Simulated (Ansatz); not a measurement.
## Work function of Pb(100): what the settings cost and change

How thick a slab and how much vacuum does the work function of Pb(100) need?

Main program and level: Ansatz 0.2.0; plane-wave DFT, PBE, Ansatz PAW.

**1. The structure**

The cell holds 1 atom: 1 Pb. Its edges and angles: a = 3.500 Å, b = 3.500 Å, c = 18.000 Å, α = 90.0°, β = 90.0°, γ = 90.0°. Vacuum lies along c.

Coordinates:

```cif
data_structure
_symmetry_space_group_name_H-M 'P 1'
_symmetry_Int_Tables_number 1
_cell_length_a 3.5002
_cell_length_b 3.5002
_cell_length_c 18.0000
_cell_angle_alpha 90.000
_cell_angle_beta 90.000
_cell_angle_gamma 90.000
_cell_volume 220.52
loop_
_atom_site_label
_atom_site_type_symbol
_atom_site_fract_x
_atom_site_fract_y
_atom_site_fract_z
_atom_site_occupancy
Pb1 Pb 0.50000 0.50000 0.50000 1
```

**2. Run, setting 1 layer**

A work function rests on the faint tail of the density, so the SCF threshold is tight. The slab grows from one layer, at fixed mesh and 18 Å of vacuum; then the vacuum is varied on one slab.

input.yaml reads:

```yaml
crystal:
  lattice:
    - [3.5001785669, 0.0, 0.0]
    - [0.0, 3.5001785669, 0.0]
    - [0.0, 0.0, 18.0]
  atoms:
    - { symbol: Pb, position: [0.5, 0.5, 0.5] }
kpoints:
  mp_grid: { grid: [12, 12, 1] }
hamiltonian:
  xc: pbe
scf:
  occupations: { method: fermi_dirac, width: 0.1 }
  convergence: { dr2_threshold: 1.0e-09 }
efield:
  axis: 3
  dipole_correction: true
  ramp_position: 0.97
  ramp_width: 0.06
output:
  write_potential: true
  write_density: true
  volumetric_format: npy
  elf: true
```

On the command line:

```sh
> ansatz run input.yaml --threads 2 --pin off --max-ram 3072MiB --backend cpu --events-out ev --progress --plain --runs-dir out
```

Numbers of over 12 decimals in the logs are rounded to 6 here.

The log of the run:

```text
Engine: ansatz 0.2.0, x86_64-unknown-linux-gnu
Pseudopotentials: kind: paw
Pseudopotential: Pb, paw, valence charge 14, recommended cutoff 420 eV (normal), Pb.paw.azcp
Functional definition: PBE
  parameter kappa = 0.804
  parameter beta = 0.066725
  exchange = pbe_x(kappa = kappa, mu = beta*pi^2/3)
  correlation = pbe_c(beta = beta)
Crystal: 1 atoms, lattice volume = 220.523 Å³
Basis set: ecut = 420 eV, 4281 PW (Γ)
Bands: 11, of which v1, the nominal top of the filled ones, is band 7 counted from 1 (6 counted from 0)
Symmetry: 8 space group operations
k-points: 28 of 144
Non-local potential: Pb, projectors of the file, l = 0: 2, l = 1: 2, l = 2: 2, l = 3: 2
PAW form: soft (Blöchl's): semilocal exchange-correlation on the pseudo side does not see the compensation charge
PAW one-centre angular grid: Pb, 590 points (default); XC on 64 Gauss nodes
Initial density: superposition of atomic densities (neutral atoms: chi_scale 0, normalization atom), corrected by the library's trained network
Initial wavefunctions: pseudopotential atomic-orbital guess
Functional: x = pbe(κ = 0.804, μ = 0.219515), c = pbe(β = 0.066725)
SCF iter   1: F=—  HF=-11905.568952 eV  |F-HF|=—  |Δ(HF+E_count)|=         —  Δρ=6.22e-4  dr2=1.38e-3  ethr=1.77e-3  p=0.000 e·Å  D=5.07e-15 V/Å  ΔV_dip=-0.00 eV  dr2_dipole=1.68e-10  V_vac-E_F(+/−)=4.06/4.06 eV  ⟨swp⟩=6.6  Hψ=2283  notcnv=0
efield: sawtooth ramp at fractional position 0.9700 (set: `efield.ramp_position`, or a place that a band, a saddle search or an elastic batch's reference lends), width 0.0600; the density the first Hamiltonian is built on has a dipole p = 0.000 e·Å; the dipole correction subtracts the counter field D = 5.07e-15 V/Å, which shifts the + side's vacuum level by -0.00 eV against the − side's; the planar-averaged density in the ramp window peaks in size at 1.2e-5 e/Å³
preconditioner: auto → LDOS  [metal: Δε(μ)=0.112 eV  Ē_g=17.017 eV  σ=0.100 eV  W_gap=0.27  n_scr=8 (ndim 8)  ℏωp=9.4 eV  f_vac=0.722  D(μ)=0.90/eV (n_scr^D=4)  β→1.0]
SCF iter   2: F=—  HF=-11905.570476 eV  |F-HF|=—  |Δ(HF+E_count)|=   1.52e-3  Δρ=3.72e-4  dr2=2.54e-4  ethr=9.88e-6  p=0.000 e·Å  D=1.86e-6 V/Å  ΔV_dip=-0.00 eV  dr2_dipole=3.44e-10  V_vac-E_F(+/−)=4.02/4.02 eV  ⟨swp⟩=2.0  Hψ=828  notcnv=0
SCF iter   3: F=—  HF=-11905.570432 eV  |F-HF|=—  |Δ(HF+E_count)|=   4.42e-5  Δρ=1.23e-4  dr2=3.24e-5  ethr=1.81e-6  p=0.000 e·Å  D=1.69e-9 V/Å  ΔV_dip=-0.00 eV  dr2_dipole=2.48e-11  V_vac-E_F(+/−)=4.02/4.02 eV  ⟨swp⟩=2.0  Hψ=505  notcnv=0
SCF iter   4: F=—  HF=-11905.570436 eV  |F-HF|=—  |Δ(HF+E_count)|=   3.91e-6  Δρ=3.34e-5  dr2=3.63e-6  ethr=2.32e-7  p=0.000 e·Å  D=1.85e-7 V/Å  ΔV_dip=-0.00 eV  dr2_dipole=2.48e-12  V_vac-E_F(+/−)=4.02/4.02 eV  ⟨swp⟩=2.3  Hψ=512  notcnv=0
SCF iter   5: F=—  HF=-11905.570435 eV  |F-HF|=—  |Δ(HF+E_count)|=   1.11e-6  Δρ=8.67e-6  dr2=1.78e-7  ethr=2.59e-8  p=-0.000 e·Å  D=-1.83e-7 V/Å  ΔV_dip=0.00 eV  dr2_dipole=1.26e-11  V_vac-E_F(+/−)=4.01/4.01 eV  ⟨swp⟩=2.8  Hψ=497  notcnv=0
SCF iter   6: F=—  HF=-11905.570428 eV  |F-HF|=—  |Δ(HF+E_count)|=   6.61e-6  Δρ=1.08e-6  dr2=5.11e-9  ethr=1.27e-9  p=0.000 e·Å  D=2.34e-7 V/Å  ΔV_dip=-0.00 eV  dr2_dipole=1.41e-11  V_vac-E_F(+/−)=4.01/4.01 eV  ⟨swp⟩=2.0  Hψ=506  notcnv=0
SCF iter   7: F=-11905.570428 eV  HF=-11905.570428 eV  |F-HF|=5.13e-10  |Δ(HF+E_count)|=  2.84e-10  Δρ=4.61e-7  dr2=8.27e-10  ethr=7.14e-12  p=-0.000 e·Å  D=-4.03e-7 V/Å  ΔV_dip=0.00 eV  dr2_dipole=4.50e-11  V_vac-E_F(+/−)=4.01/4.01 eV  ⟨swp⟩=5.1  Hψ=1426  notcnv=0
SCF 1 converged in 7 iterations: F = -11905.570428 eV  dr2 = 8.27e-10
  greatest PAW one-centre occupation: 0.979 electrons in one spin orbital (limit 2), on the Pb atom at site 0 (counted from 0), in its partial waves of l = 2
WARN: The output density's exchange-correlation potential varies sharply where the density is thin. Do not read a vacuum level from v_tot or v_xc, or from such a field of the output density. On a cell that repeats whose density bears no net charge and no dipole along the vacuum's axis use v_es (v_loc + v_h of the components); under efield.dipole_correction with no amplitude use v_es + v_field, which holds any externa [...]
SCF converged after 7 iterations
Free energy (F): -11905.570428 eV
Harris-Foulkes:  -11905.570428 eV  (|F-HF|=5.13e-10)
Internal energy: -11905.539083 eV  (E = F + TS)
E sigma→0 (E₀):  -11905.554756 eV
Entropy (-TS):   -0.031345 eV (-31.345 meV/atom)
Fermi energy:    -1.923226 eV
Dipole field:    D = 0.000008 V/Å  (p = 0.000010 e·Å, saw-weighted, corrected)
Work function:   Φ+ = 4.0143 eV   Φ− = 4.0144 eV
Levels:          The Fermi level and band energies are counted from a zero that moves with the ramp; work functions are not
--- Per-component energies (eV) ---
  E_band       = -214.870598
  E_kinetic    = 285.888600
  E_local      = -4645.047354  (includes V_loc(G=0)·N_el)
  E_nonlocal   = 349.527983
  E_hartree    = 2129.521705
  E_xc         = -218.476435
  E_vxc        = -129.343269  (∫ρ·V_xc dr)
  E_paw        = -10405.679587  (= ΣΔE_a)
  E_vpaw       = -334.939616  (= ΣTr[D̂ρ^β])
  E_aug_tail   = 0.000048  (compensation charges beyond the density's cutoff)
  E_efield     = 0.000000  (sawtooth field / dipole correction)
  E_vefield    = 0.000000  (∫n·V_field dr)
  E_ewald      = 598.725958
  E_smearing   = -0.031345  (= −TS)
  E_closure    = -0.000000  (closes the sum)
  Σ components = -11905.570428   (vs F -11905.570428, Δ=0.00e0)
--- Band table (eV; the first three rows and the last of 28) ---
  k-point 0: bands = [... 3 lower, -18.9188, -18.7870, -11.3106, -2.9873, 1.0758, 1.9790, 2.3134, 2.7685]
  k-point 1: bands = [... 3 lower, -18.9184, -18.7919, -11.2392, -2.9042, 1.1135, 1.8367, 2.0619, 2.4211]
  k-point 2: bands = [... 3 lower, -18.9171, -18.8051, -11.0294, -2.6610, 0.0801, 1.4830, 2.3072, 2.6681]
  k-point 27: bands = [... 3 lower, -18.9308, -18.6883, -8.2438, -2.5898, -2.5898, 0.5693, 2.4833, 5.1537]
```

The job ended after 5.9 s (2 threads of Intel Xeon 6975P-C (Granite Rapids), shared host; peak memory 0.46 GiB).

In the SCF lines HF is the Harris–Foulkes energy and dr2 the Hartree energy of the density residual, in eV; the loop may stop once dr2 is under the threshold and the program's other checks hold. Hψ counts applications of the Hamiltonian.

Numbers from this step:

| Quantity | Value |
| --- | --- |
| energy at zero smearing | -11905.5548 eV |
| work function, upper face | 4.014 eV |

Running mean over 2.475 Å of the planar mean; the ramp of the sawtooth is left out. Table of electron's electrostatic potential energy less the Fermi level by z:

```
z (Å)  electron's electrostatic potential energy less the Fermi level (eV)
  3.0                                                                 4.01
  3.5                                                                 4.01
  4.0                                                                 4.01
  4.5                                                                 4.01
  5.0                                                                 4.00
  5.5                                                                 3.97
  6.0                                                                 3.88
  6.5                                                                 3.62
  7.0                                                                 2.75
  7.5                                                                0.563
  8.0                                                                -2.11
  8.5                                                                -4.28
  9.0                                                                -4.91
  9.5                                                                -4.28
 10.0                                                                -2.11
 10.5                                                                0.563
 11.0                                                                 2.75
 11.5                                                                 3.62
 12.0                                                                 3.88
 12.5                                                                 3.97
 13.0                                                                 4.00
 13.5                                                                 4.01
 14.0                                                                 4.01
 14.5                                                                 4.01
 15.0                                                                 4.01
```

Electrostatic potential energy in the ca plane at fractional y = 0.500, with atoms of Pb within 0.2 Å of it. With pseudopotentials it is smooth inside the atoms' cores, unlike the true potential.

Values in eV, 5 rows by 16 columns, each cell a mean:
```
  2   2   2   2   2   2   1  -3  -5   1   2   2   2   2   2   2
  2   2   2   2   2   2   0 -23 -28  -1   2   2   2   2   2   2
  2   2   2   2   2   2  -1 -29 -31  -3   2   2   2   2   2   2
  2   2   2   2   2   2   0 -17 -22  -1   2   2   2   2   2   2
  2   2   2   2   2   2   1  -1  -2   1   2   2   2   2   2   2
```
Columns run along c (18.0 Å; values clipped at the 3rd and 97th percentile), rows up along a (3.5 Å). Atoms in or near the plane, at fractional coordinates: Pb at (0.50, 0.50).

Valence density in the ca plane at fractional y = 0.500, with atoms of Pb within 0.2 Å of it. It is the smooth field of the valence electrons, not physical close to the nuclei.

Values in units of 1e0 e/Å³, 5 rows by 16 columns, each cell a mean:
```
0.0 0.0 0.0 0.0 0.0 0.0 0.0 0.2 0.2 0.0 0.0 0.0 0.0 0.0 0.0 0.0
0.0 0.0 0.0 0.0 0.0 0.0 0.0 1.4 2.1 0.1 0.0 0.0 0.0 0.0 0.0 0.0
0.0 0.0 0.0 0.0 0.0 0.0 0.1 3.1 4.6 0.1 0.0 0.0 0.0 0.0 0.0 0.0
0.0 0.0 0.0 0.0 0.0 0.0 0.0 0.8 1.2 0.1 0.0 0.0 0.0 0.0 0.0 0.0
0.0 0.0 0.0 0.0 0.0 0.0 0.0 0.1 0.1 0.0 0.0 0.0 0.0 0.0 0.0 0.0
```
Columns run along c (18.0 Å), rows up along a (3.5 Å). Atoms in or near the plane, at fractional coordinates: Pb at (0.50, 0.50).

ELF in the ca plane at fractional y = 0.500, with atoms of Pb within 0.2 Å of it. It is the smooth field of the valence electrons, not physical close to the nuclei.

Values, 5 rows by 16 columns, each cell a mean:
```
0.00 0.00 0.00 0.00 0.01 0.05 0.20 0.35 0.36 0.24 0.07 0.01 0.00 0.00 0.00 0.00
0.00 0.00 0.00 0.00 0.01 0.06 0.26 0.35 0.32 0.30 0.08 0.01 0.00 0.00 0.00 0.00
0.00 0.00 0.00 0.00 0.01 0.06 0.27 0.25 0.19 0.31 0.08 0.01 0.00 0.00 0.00 0.00
0.00 0.00 0.00 0.00 0.01 0.06 0.25 0.37 0.36 0.29 0.08 0.01 0.00 0.00 0.00 0.00
0.00 0.00 0.00 0.00 0.01 0.05 0.19 0.33 0.34 0.22 0.07 0.01 0.00 0.00 0.00 0.00
```
Columns run along c (18.0 Å), rows up along a (3.5 Å). Atoms in or near the plane, at fractional coordinates: Pb at (0.50, 0.50).

The work function is 4.014 eV.

**3. Slab, 2 atoms**

System of this step: Pb(100). The cell holds 2 atoms: 2 Pb. Cell: a = 3.500 Å, b = 3.500 Å, c = 20.475 Å, α = 90.0°, β = 90.0°, γ = 90.0°. Vacuum lies along c.

input.yaml, the sections that differ from step 2:

```yaml
crystal:
  lattice:
    - [3.5001785669, 0.0, 0.0]
    - [0.0, 3.5001785669, 0.0]
    - [0.0, 0.0, 20.475]
  atoms:
    - { symbol: Pb, position: [0.5, 0.5, 0.4395604396] }
    - { symbol: Pb, position: [0.0, 0.0, 0.5604395604] }
output:
  write_potential: true
  write_density: true
  volumetric_format: npy
# kpoints, hamiltonian, scf, efield: as in step 2
```

The log of the run:

```text
[...]
Crystal: 2 atoms, lattice volume = 250.844 Å³
Basis set: ecut = 420 eV, 4865 PW (Γ)
Bands: 18, of which v1, the nominal top of the filled ones, is band 14 counted from 1 (13 counted from 0)
Symmetry: 8 space group operations
k-points: 28 of 144
[...]
k-point 0: bands = [... 10 lower, -10.8930, -8.4813, -1.9953, 1.4020, 3.0606, 3.0606, 3.1537, 3.7952]
  k-point 1: bands = [... 10 lower, -10.8072, -8.4223, -1.9100, 1.1801, 2.4249, 3.1562, 3.2196, 3.9637]
  k-point 2: bands = [... 10 lower, -10.5513, -8.2554, -1.6694, 0.0670, 2.2045, 2.7818, 3.4369, 3.6034]
  k-point 27: bands = [... 10 lower, -6.6025, -6.6025, -2.2739, -2.2739, 0.2708, 0.2708, 1.4799, 1.4799]
[key lines of the parts left out:]
SCF converged after 8 iterations
Free energy (F): -23812.494945 eV
Fermi energy:    -0.050583 eV
Dipole field:    D = -0.000001 V/Å  (p = -0.000001 e·Å, saw-weighted, corrected)
Work function:   Φ+ = 3.6083 eV   Φ− = 3.6083 eV
```

Run time: 9.4 s. Hardware: 2 threads; peak memory 0.52 GiB.

The work function is 3.608 eV, -0.406 eV from the run “1 layer”, at 1.6 times its CPU time.

**4. Run, 3 atoms**

System of this step: Pb(100). The cell holds 3 atoms: 3 Pb. Its edges and angles: a = 3.500 Å, b = 3.500 Å, c = 22.950 Å, α = 90.0°, β = 90.0°, γ = 90.0°. Vacuum lies along c.

input.yaml, the sections that differ from step 3:

```yaml
crystal:
  lattice:
    - [3.5001785669, 0.0, 0.0]
    - [0.0, 3.5001785669, 0.0]
    - [0.0, 0.0, 22.95]
  atoms:
    - { symbol: Pb, position: [0.0, 0.0, 0.3921568627] }
    - { symbol: Pb, position: [0.5, 0.5, 0.5] }
    - { symbol: Pb, position: [0.0, 0.0, 0.6078431373] }
# kpoints, hamiltonian, scf, efield, output: as in step 3
```

The log of the run:

```text
[...]
Crystal: 3 atoms, lattice volume = 281.166 Å³
Basis set: ecut = 420 eV, 5465 PW (Γ)
Bands: 26, of which v1, the nominal top of the filled ones, is band 21 counted from 1 (20 counted from 0)
Symmetry: 8 space group operations
k-points: 28 of 144
[...]
k-point 1: bands = [... 17 lower, -6.7746, -1.1830, 1.1676, 3.0285, 3.5090, 3.7855, 4.5028, 4.5863, ... 1 higher]
  k-point 2: bands = [... 17 lower, -6.6402, -0.9370, 0.4648, 2.1856, 2.4343, 4.0802, 4.3549, 4.4824, ... 1 higher]
  k-point 27: bands = [... 17 lower, -5.4742, -1.6407, -1.6407, -0.0589, -0.0589, 1.9634, 1.9634, 2.0033, ... 1 higher]
[key lines of the parts left out:]
SCF converged after 9 iterations
Free energy (F): -35718.676911 eV
Fermi energy:    1.049434 eV
Dipole field:    D = 0.000000 V/Å  (p = 0.000000 e·Å, saw-weighted, corrected)
Work function:   Φ+ = 3.7351 eV   Φ− = 3.7351 eV
```

Wall time 16 s (2 threads); peak memory 0.55 GiB.

The work function is 3.735 eV, +0.127 eV from the run “2 layers”, at 1.8 times its CPU time.

**5. Run, 4 atoms**

System of this step: Pb(100). The cell holds 4 atoms: 4 Pb. Cell: a = 3.500 Å, b = 3.500 Å, c = 25.425 Å, α = 90.0°, β = 90.0°, γ = 90.0°. Vacuum lies along c.

input.yaml, the sections that differ from step 4:

```yaml
crystal:
  lattice:
    - [3.5001785669, 0.0, 0.0]
    - [0.0, 3.5001785669, 0.0]
    - [0.0, 0.0, 25.425]
  atoms:
    - { symbol: Pb, position: [0.5, 0.5, 0.3539823009] }
    - { symbol: Pb, position: [0.0, 0.0, 0.4513274336] }
    - { symbol: Pb, position: [0.5, 0.5, 0.5486725664] }
    - { symbol: Pb, position: [0.0, 0.0, 0.6460176991] }
# kpoints, hamiltonian, scf, efield, output: as in step 4
```

The log of the run:

```text
[...]
Crystal: 4 atoms, lattice volume = 311.488 Å³
Basis set: ecut = 420 eV, 6073 PW (Γ)
Bands: 34, of which v1, the nominal top of the filled ones, is band 28 counted from 1 (27 counted from 0)
Symmetry: 8 space group operations
k-points: 28 of 144
[...]
k-point 0: bands = [... 24 lower, -0.5497, 1.4400, 3.7633, 4.3958, 4.3958, 5.2841, 5.4725, 5.4725, ... 2 higher]
  k-point 1: bands = [... 24 lower, -0.4585, 1.3907, 3.4048, 3.6965, 4.4978, 4.9440, 5.1402, 5.5631, ... 2 higher]
  k-point 2: bands = [... 24 lower, -0.2083, 0.9814, 2.2237, 2.8248, 3.8721, 4.7989, 4.8049, 5.5649, ... 2 higher]
  k-point 27: bands = [... 24 lower, -0.9284, -0.9284, 0.1347, 0.1347, 1.6466, 1.6466, 2.7336, 2.7336, ... 2 higher]
[key lines of the parts left out:]
SCF converged after 8 iterations
Free energy (F): -47625.191724 eV
Fermi energy:    2.041379 eV
Dipole field:    D = -0.000000 V/Å  (p = -0.000000 e·Å, saw-weighted, corrected)
Work function:   Φ+ = 3.7173 eV   Φ− = 3.7173 eV
```

It took 23 s on 2 threads; peak memory 0.67 GiB; 39 s of CPU time.

The work function is 3.717 eV, -0.018 eV from the run “3 layers”, at 1.4 times its CPU time.

**6. Run, 5 atoms**

System of this step: Pb(100). The cell holds 5 atoms: 5 Pb. Its edges and angles: a = 3.500 Å, b = 3.500 Å, c = 27.900 Å, α = 90.0°, β = 90.0°, γ = 90.0°. Vacuum lies along c.

input.yaml, the sections that differ from step 5:

```yaml
crystal:
  lattice:
    - [3.5001785669, 0.0, 0.0]
    - [0.0, 3.5001785669, 0.0]
    - [0.0, 0.0, 27.9]
  atoms:
    - { symbol: Pb, position: [0.0, 0.0, 0.3225806452] }
    - { symbol: Pb, position: [0.5, 0.5, 0.4112903226] }
    - { symbol: Pb, position: [0.0, 0.0, 0.5] }
    - { symbol: Pb, position: [0.5, 0.5, 0.5887096774] }
    - { symbol: Pb, position: [0.0, 0.0, 0.6774193548] }
# kpoints, hamiltonian, scf, efield, output: as in step 5
```

The log of the run:

```text
[...]
Crystal: 5 atoms, lattice volume = 341.810 Å³
Basis set: ecut = 420 eV, 6681 PW (Γ)
Bands: 42, of which v1, the nominal top of the filled ones, is band 35 counted from 1 (34 counted from 0)
Symmetry: 8 space group operations
k-points: 28 of 144
[...]
k-point 0: bands = [... 31 lower, 1.6796, 3.6512, 5.0850, 5.0850, 5.4668, 5.8538, 5.8538, 6.3084, ... 3 higher]
  k-point 1: bands = [... 31 lower, 1.6723, 3.4092, 4.3566, 5.0242, 5.1882, 5.3042, 5.9489, 6.2237, ... 3 higher]
  k-point 2: bands = [... 31 lower, 1.4599, 2.4761, 3.2891, 3.7252, 4.8191, 5.2570, 5.4931, 6.2280, ... 3 higher]
  k-point 27: bands = [... 31 lower, -0.2387, 0.5236, 0.5236, 1.6081, 1.6081, 2.9703, 2.9703, 3.3848, ... 3 higher]
[key lines of the parts left out:]
SCF converged after 8 iterations
Free energy (F): -59531.581663 eV
Fermi energy:    2.870387 eV
Dipole field:    D = 0.000000 V/Å  (p = 0.000000 e·Å, saw-weighted, corrected)
Work function:   Φ+ = 3.6693 eV   Φ− = 3.6693 eV
```

Run time: 31 s. Hardware: 2 threads; peak memory 0.76 GiB.

The work function is 3.669 eV, -0.048 eV from the run “4 layers”, at 1.4 times its CPU time.

**7. Run, 6 atoms**

System of this step: Pb(100). The cell holds 6 atoms: 6 Pb. Its edges and angles: a = 3.500 Å, b = 3.500 Å, c = 30.375 Å, α = 90.0°, β = 90.0°, γ = 90.0°. Vacuum lies along c.

input.yaml, the sections that differ from step 6:

```yaml
crystal:
  lattice:
    - [3.5001785669, 0.0, 0.0]
    - [0.0, 3.5001785669, 0.0]
    - [0.0, 0.0, 30.375]
  atoms:
    - { symbol: Pb, position: [0.5, 0.5, 0.2962962963] }
    - { symbol: Pb, position: [0.0, 0.0, 0.3777777778] }
    - { symbol: Pb, position: [0.5, 0.5, 0.4592592593] }
    - { symbol: Pb, position: [0.0, 0.0, 0.5407407407] }
    - { symbol: Pb, position: [0.5, 0.5, 0.6222222222] }
    - { symbol: Pb, position: [0.0, 0.0, 0.7037037037] }
# kpoints, hamiltonian, scf, efield, output: as in step 6
```

The log of the run:

```text
[...]
Crystal: 6 atoms, lattice volume = 372.132 Å³
Basis set: ecut = 420 eV, 7217 PW (Γ)
Bands: 51, of which v1, the nominal top of the filled ones, is band 42 counted from 1 (41 counted from 0)
Symmetry: 8 space group operations
k-points: 28 of 144
[...]
k-point 0: bands = [... 38 lower, 3.6108, 5.3428, 5.6670, 5.6670, 6.2227, 6.2227, 6.5957, 7.0683, ... 5 higher]
  k-point 1: bands = [... 38 lower, 3.4535, 4.9144, 4.9237, 5.6224, 5.7710, 6.2478, 6.3206, 6.5965, ... 5 higher]
  k-point 2: bands = [... 38 lower, 2.7372, 3.6042, 3.8944, 4.7104, 5.1986, 6.0738, 6.0782, 6.5781, ... 5 higher]
  k-point 27: bands = [... 38 lower, 0.8955, 0.8955, 1.7295, 1.7295, 2.7947, 2.7947, 3.9532, 3.9532, ... 5 higher]
[key lines of the parts left out:]
SCF converged after 9 iterations
Free energy (F): -71437.975312 eV
Fermi energy:    3.509430 eV
Dipole field:    D = -0.000000 V/Å  (p = -0.000000 e·Å, saw-weighted, corrected)
Work function:   Φ+ = 3.7159 eV   Φ− = 3.7159 eV
```

The job ended after 45 s (2 threads; peak memory 0.89 GiB; 83 s of CPU time).

The work function is 3.716 eV, +0.047 eV from the run “5 layers”, at 1.5 times its CPU time.

(Continued in part 2 of 2.)

[Logs are printed without paths, hosts, clocks, repeated set-up lines and the standing remarks that a program may print on its own settings, such as how far it seeks lower states.]

[Hosts, paths, dates, database ids (printed as entryN), source tags and the programs' standing remarks are cut or masked in the printed files.]

[Maps of the electrostatic potential energy from Ansatz leave out the sawtooth potential of an applied field or a dipole correction, so their vacuum need not be flat; planar profiles and work functions include it.]
